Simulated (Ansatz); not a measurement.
## Ir(111) with 4 thermally displaced layers, 2x2: scattering by thermal displacements

Wanted: the phonon-limited resistivity of Ir at 800 K by the Landauer route.

Calculated with Ansatz 0.2.0; Ansatz plane-wave DFT, PBE, PAW files; ballistic transport by layer matching (Landauer), zero bias; PAW set soft_1.

Report form: the programs' logs are mostly left out.

**1. Starting point**

The cell holds 40 atoms: 40 Ir. Cell: a = 5.430 Å, b = 5.430 Å, c = 22.222 Å, α = 93.5°, β = 86.5°, γ = 120.0°. It derives from Ir. Regions: lead, 24 atoms (24 Ir); scattering region, 16 atoms (16 Ir). The structure is stacked along c, and the current runs across the ab planes.

**2. With 4 displaced layers**

Each atom of 4 layers is moved at random, by amounts drawn from a normal law 0.0588 Å wide in each direction from the Debye model (420 K) at 800 K. The layers about the cell's end stay perfect and serve as the lead. Disorder leaves little or no symmetry, which makes such runs dear. Energies from -0.05 to 0.05 eV in steps of 0.05 eV are too few for the program's thermal sum, so it prints no conductance; for a metal the transmission near the Fermi level serves, at a fraction of the cost.

input.yaml reads:

```yaml
crystal:
  lattice:
    - [5.4297315514, 0.0, 0.0]
    - [-2.7148657757, 4.7022854592, 0.0]
    - [1.3574328878, -0.7837142432, 22.1667862353]
  atoms:
    - { symbol: Ir, position: [0.9916666667, 0.0083333333, 0.05] }
    - { symbol: Ir, position: [0.9916666667, 0.5083333333, 0.05] }
    - { symbol: Ir, position: [0.4916666667, 0.0083333333, 0.05] }
    - { symbol: Ir, position: [0.4916666667, 0.5083333333, 0.05] }
    - { symbol: Ir, position: [0.1416666667, 0.3583333333, 0.15] }
    - { symbol: Ir, position: [0.1416666667, 0.8583333333, 0.15] }
    - { symbol: Ir, position: [0.6416666667, 0.3583333333, 0.15] }
    - { symbol: Ir, position: [0.6416666667, 0.8583333333, 0.15] }
[... 28 atom lines left out ...]
    - { symbol: Ir, position: [0.8416666667, 0.1583333333, 0.95] }
    - { symbol: Ir, position: [0.8416666667, 0.6583333333, 0.95] }
    - { symbol: Ir, position: [0.3416666667, 0.1583333333, 0.95] }
    - { symbol: Ir, position: [0.3416666667, 0.6583333333, 0.95] }
kpoints:
  mp_grid: { grid: [5, 5, 1] }
hamiltonian:
  xc: pbe
  pseudopotentials: { kind: paw, azcp: { folder: soft_1 } }
scf:
  occupations: { method: fermi_dirac, width: 0.1 }
output:
  transmission:
    leads: [[0, 4]]
    kmesh: [10, 10]
    e_range: [-0.05, 0.05]
    de: 0.05
  write_potential: true
  write_density: true
  volumetric_format: npy
  elf: true
```

On the command line:

```console
$ ansatz run input.yaml --threads 4 --pin off --max-ram 15360MiB --backend cpu --events-out ev --progress --plain --runs-dir out
```

The job ended after 3.9 min (4 threads of Intel Xeon Platinum 8488C (Sapphire Rapids), shared host; peak memory 5.2 GiB; 15 min of CPU time).

This step gave:

| Property | Result |
| --- | --- |
| free energy | -477472.4833 eV |
| energy at zero smearing | -477471.8926 eV |
| Fermi energy | 25.83 eV |
| cell area | 25.53 Å² |
| transmission per spin nearest the Fermi level | 5.128 |
| open channels per spin nearest the Fermi level | 5.78 |
| step of the lead's potential | 8.4 meV |

Per spin. Transmission, zone mean against energy, zero at the Fermi level:

```tsv
energy (eV)	transmission, zone mean
-0.0500	5.21
0.0000	5.13
0.0500	5.41
```

Per spin. The open channels, zone mean, lead by energy, zero at the Fermi level:

```tsv
energy (eV)	open channels, zone mean, lead
-0.0500	5.9
0.0000	5.78
0.0500	6.14
```

Transmission over k1 and k2. At 0.0000 eV from the Fermi level.

Ten even steps from '_' (2.90) to '@' (7.61):
```
++==--..--==++++==++
----++**++==----====
--..++------++__--++
++--++--@@@@--**--++
++==++--@@@@@@--++==
++++--**--@@@@--++--
--++--__++------++..
--====----==++**++--
++++==++++==--..--==
++++----++++++----++
```
Columns: k1 (b1) from -0.5 to 0.4; rows upwards: k2 (b2) from -0.5 to 0.4.

Open channels over k1 and k2. At 0.0000 eV from the Fermi level.

Ten even steps from '0' (4.00) to '9' (8.00):
```
5520255555
2257752255
2072227025
5272992725
5552999255
5527299272
2520722270
2552257752
5555552025
5522555225
```
Columns: k1 (b1) from -0.5 to 0.4; rows upwards: k2 (b2) from -0.5 to 0.4.

ELF in the ca plane at fractional y = 0.118, with atoms of Ir within 0.2 Å of it. It is the smooth field of the valence electrons, not physical close to the nuclei.

Ten even steps from '0' (0.16) to '9' (0.59), each cell a mean:
```
33211122232698963333200023332498973322211123
34332465333378952334310122332596883233210023
22233699843224422234322233233489973332210023
22233699953334321133223467633235533323322223
34332588744334321122233478842334332257533334
33221233234589832222222367633334422357533334
22210123333798952333211123233489853334432223
33211122233798952332200123332597973322211123
34332465334478842333210122232597873333210023
22233699843323322222222244333379962322210023
22233699952333211122233467633234323223322223
34332598743223222233234478742233322257533334
33221243233368742233223356422223222357533324
22210133332699963333211122223368743334432223
```
Columns run along c (16.0 Å, from fractional 0.14 to 0.86 of the cell), rows up along a (5.4 Å). Atoms in or near the plane, at fractional coordinates: Ir at (0.65, 0.88), Ir at (0.65, 0.41).

Electrostatic potential energy in the ca plane at fractional y = 0.118, with atoms of Ir within 0.2 Å of it. With pseudopotentials it is smooth inside the atoms' cores, unlike the true potential.

Ten even steps from '0' (-43 eV) to '9' (27 eV), each cell a mean:
```
99999998998500048999999999999610038999999999
99999855789731369999999999999500027999999999
99998510379987789998999987899730048999999999
99998400269999999988899854589975679987799998
99999732479877899988899732479998999864579987
99999977898621479999999854589987799864479976
88999999998300159999999987899731268987789987
99999998998400159999999999998500038999999999
99999855789732479999999999999500027999999999
99998510379987899999999876899741258999999999
99998400269999999988899743589987789987799998
99999732479988899988899742479999999864579987
99999977899743479998999865689998899864479976
88999999998500158999999998999853479987789987
```
Columns run along c (16.0 Å, from fractional 0.14 to 0.86 of the cell; values clipped at the 3rd and 97th percentile), rows up along a (5.4 Å). Atoms in or near the plane, at fractional coordinates: Ir at (0.65, 0.88), Ir at (0.65, 0.41).

Valence density in the ca plane at fractional y = 0.118, with atoms of Ir within 0.2 Å of it. It is the smooth field of the valence electrons, not physical close to the nuclei.

Values in e/Å³, 8 rows by 16 columns, each cell a mean:
```
0.4 0.3 0.9 0.5 4.2 3.5 0.4 0.3 0.2 0.3 1.2 7.6 1.7 0.4 0.3 0.3
0.4 0.6 4.6 1.4 0.8 0.7 0.4 0.5 0.5 0.9 0.8 4.8 1.3 0.5 0.3 0.3
0.4 0.5 3.5 1.2 0.9 0.5 0.4 0.5 1.1 2.6 0.4 0.7 0.4 1.5 0.7 0.7
0.5 0.3 0.5 0.6 4.9 2.8 0.3 0.3 0.5 1.1 0.7 2.8 0.7 1.2 0.7 0.7
0.4 0.3 0.9 0.6 4.5 2.9 0.3 0.3 0.3 0.4 1.4 8.1 1.7 0.4 0.3 0.3
0.4 0.6 4.6 1.4 0.7 0.5 0.4 0.4 0.6 1.1 0.7 3.7 0.9 0.5 0.3 0.3
0.4 0.5 3.5 1.2 0.6 0.5 0.4 0.6 1.1 2.4 0.4 0.4 0.4 1.5 0.7 0.7
0.5 0.3 0.5 0.5 3.7 2.8 0.4 0.4 0.4 0.8 0.5 1.8 0.6 1.2 0.7 0.7
```
Columns run along c (16.0 Å, from fractional 0.14 to 0.86 of the cell), rows up along a (5.4 Å). Atoms in or near the plane, at fractional coordinates: Ir at (0.65, 0.88), Ir at (0.65, 0.41).

Over the solved energies the transmission per spin lies between 5.13 and 5.41, out of 5.94 channels of the lead on average (up to 6.14).

**3. With 8 displaced layers**

Each atom of 8 layers is moved at random, by amounts drawn from a normal law 0.0588 Å wide in each direction from the Debye model (420 K) at 800 K. A fresh draw is used; the growth of the resistance with length is what counts.

System of this step: Ir(111) with 8 thermally displaced layers, 2x2. The cell holds 56 atoms: 56 Ir. Its edges and angles: a = 5.430 Å, b = 5.430 Å, c = 31.073 Å, α = 87.5°, β = 92.5°, γ = 120.0°. It derives from Ir. Regions: lead, 24 atoms (24 Ir); scattering region, 32 atoms (32 Ir). The structure is stacked along c, and the current runs across the ab planes.

input.yaml reads:

```yaml
crystal:
  lattice:
    - [5.4297315514, 0.0, 0.0]
    - [-2.7148657757, 4.7022854592, 0.0]
    - [-1.3574328878, 0.7837142432, 31.0335007294]
  atoms:
    - { symbol: Ir, position: [0.005952381, 0.994047619, 0.0357142857] }
    - { symbol: Ir, position: [0.005952381, 0.494047619, 0.0357142857] }
    - { symbol: Ir, position: [0.505952381, 0.994047619, 0.0357142857] }
    - { symbol: Ir, position: [0.505952381, 0.494047619, 0.0357142857] }
    - { symbol: Ir, position: [0.1845238095, 0.3154761905, 0.1071428571] }
    - { symbol: Ir, position: [0.1845238095, 0.8154761905, 0.1071428571] }
    - { symbol: Ir, position: [0.6845238095, 0.3154761905, 0.1071428571] }
    - { symbol: Ir, position: [0.6845238095, 0.8154761905, 0.1071428571] }
[... 44 atom lines left out ...]
    - { symbol: Ir, position: [0.3273809524, 0.1726190476, 0.9642857143] }
    - { symbol: Ir, position: [0.3273809524, 0.6726190476, 0.9642857143] }
    - { symbol: Ir, position: [0.8273809524, 0.1726190476, 0.9642857143] }
    - { symbol: Ir, position: [0.8273809524, 0.6726190476, 0.9642857143] }
kpoints:
  mp_grid: { grid: [5, 5, 1] }
hamiltonian:
  xc: pbe
  pseudopotentials: { kind: paw, azcp: { folder: soft_1 } }
scf:
  occupations: { method: fermi_dirac, width: 0.1 }
output:
  transmission:
    leads: [[0, 4]]
    kmesh: [10, 10]
    e_range: [-0.05, 0.05]
    de: 0.05
  write_potential: true
  write_density: true
  volumetric_format: npy
```

Run time: 7.1 min. Hardware: 4 threads; peak memory 8.8 GiB.

Numbers from this step:

- free energy: -668460.3551 eV
- energy at zero smearing: -668459.4786 eV
- Fermi energy: 25.84 eV
- transmission per spin nearest the Fermi level: 4.339
- step of the lead's potential: 5 meV

Per spin. The transmission, zone mean by energy, zero at the Fermi level:

```tsv
energy (eV)	transmission, zone mean
-0.0500	4.42
0.0000	4.34
0.0500	4.59
```

Over the solved energies the transmission per spin lies between 4.34 and 4.59, out of 5.94 channels of the lead on average (up to 6.14).

**4. With 12 displaced layers**

Each atom of 12 layers is moved at random, by amounts drawn from a normal law 0.0588 Å wide in each direction from the Debye model (420 K) at 800 K. A fresh draw is used; the growth of the resistance with length is what counts.

System of this step: Ir(111) with 12 thermally displaced layers, 2x2. The cell holds 72 atoms: 72 Ir. Cell: a = 5.430 Å, b = 5.430 Å, c = 39.900 Å, α = 90.0°, β = 90.0°, γ = 120.0°. It derives from Ir. Regions: lead, 24 atoms (24 Ir); scattering region, 48 atoms (48 Ir). The structure is stacked along c, and the current runs across the ab planes.

input.yaml reads:

```yaml
crystal:
  lattice:
    - [5.4297315514, 0.0, 0.0]
    - [-2.7148657757, 4.7022854592, 0.0]
    - [0.0, 0.0, 39.9002152235]
  atoms:
    - { symbol: Ir, position: [0.0, 0.0, 0.0277777778] }
    - { symbol: Ir, position: [0.0, 0.5, 0.0277777778] }
    - { symbol: Ir, position: [0.5, 0.0, 0.0277777778] }
    - { symbol: Ir, position: [0.5, 0.5, 0.0277777778] }
    - { symbol: Ir, position: [0.1666666667, 0.3333333333, 0.0833333333] }
    - { symbol: Ir, position: [0.1666666667, 0.8333333333, 0.0833333333] }
    - { symbol: Ir, position: [0.6666666667, 0.3333333333, 0.0833333333] }
    - { symbol: Ir, position: [0.6666666667, 0.8333333333, 0.0833333333] }
[... 60 atom lines left out ...]
    - { symbol: Ir, position: [0.3333333333, 0.1666666667, 0.9722222222] }
    - { symbol: Ir, position: [0.3333333333, 0.6666666667, 0.9722222222] }
    - { symbol: Ir, position: [0.8333333333, 0.1666666667, 0.9722222222] }
    - { symbol: Ir, position: [0.8333333333, 0.6666666667, 0.9722222222] }
kpoints:
  mp_grid: { grid: [5, 5, 1] }
hamiltonian:
  xc: pbe
  pseudopotentials: { kind: paw, azcp: { folder: soft_1 } }
scf:
  occupations: { method: fermi_dirac, width: 0.1 }
output:
  transmission:
    leads: [[0, 4]]
    kmesh: [10, 10]
    e_range: [-0.05, 0.05]
    de: 0.05
  write_potential: true
  write_density: true
  volumetric_format: npy
```

Elapsed: 13 min, on 4 threads; peak memory 7.6 GiB.

This step gave:

```
free energy                                    : -859447.8539 eV
energy at zero smearing                        : -859446.7420 eV
transmission per spin nearest the Fermi level  : 3.670
open channels per spin nearest the Fermi level : 6.02
step of the lead's potential                   : 12.1 meV
```

Per spin. Table of transmission, zone mean by energy, zero at the Fermi level:

```tsv
energy (eV)	transmission, zone mean
-0.0500	3.66
0.0000	3.67
0.0500	3.91
```

Over the solved energies the transmission per spin lies between 3.66 and 3.91, out of 6.06 channels of the lead on average (up to 6.26).

**5. Resistance against length**

This step: Ansatz plane-wave DFT, PBE, PAW files; ballistic transport by layer matching (Landauer), zero bias; resistivity from the slope of the area resistance; PAW set soft_1 (Ansatz 0.2.0).

Numbers from this step:

* resistivity: 14.80 µΩ cm
* intercept: -0.06431 fΩ m²
* scatter about the fit: 0.008563 fΩ m²

Resistance, by row:

```tsv
run	length (Å)	T	channels N	RA (fΩ m²)
n4	8.867	5.249	5.94	0.073
n8	17.73	4.448	5.94	0.1861
n12	26.6	3.748	6.06	0.3355
```

The area resistance by length of the displaced region:

```tsv
length of the displaced region (Å)	area resistance (fΩ m²)
8.87	0.0730
17.73	0.186
26.60	0.335
```

The area resistance goes from 0.073 to 0.34 fΩ m² between 8.9 and 26.6 Å, a slope of 15 µΩ cm.

By hand from the end points: (0.3355 − 0.07300) fΩ m² / (26.60 − 8.87) Å = 15 µΩ cm, since 1 fΩ m² per Å is 1000 µΩ cm.

**6. What came out**

| Quantity | Value |
| --- | --- |
| resistivity from the slope | 14.8 µΩ cm |
| area resistance over 8.87 Å | 0.0730 fΩ m² |
| area resistance over 17.7 Å | 0.186 fΩ m² |
| area resistance over 26.6 Å | 0.335 fΩ m² |

The slope gives 15 µΩ cm. The points scatter by 0.0086 fΩ m² about the line, with one random draw a length in a 2x2 cell, so the slope is a rough value. The mean square of the displacements drawn is 0.78, 0.99 and 1.2 of the nominal one at the three lengths; with each resistance scaled back by that, the slope is 11 µΩ cm, the value used below. The lead's own channel count moves between the runs (5.94, 5.94 and 6.06), which shifts RA and the slope too. Read with a model of isotropic scattering on a spherical Fermi surface and the lead's 1.8×10¹⁵ S/m², this slope means a mean free path near 41 Å; over these lengths the model's slope is 1.06 times its bulk resistivity, which would be 10 µΩ cm. Uncorrelated displacements put too much weight on short waves, which scatter strongly; with the sideways repeat of a small cell, one draw and three short lengths, the method is good to a factor of two or three. Spin-orbit coupling is left out, which matters for Ir.

[Logs are printed without paths, hosts, clocks, repeated set-up lines and the standing remarks that a program may print on its own settings, such as how far it seeks lower states.]

[Hosts, paths, dates, database ids (printed as entryN), source tags and the programs' standing remarks are cut or masked in the printed files.]
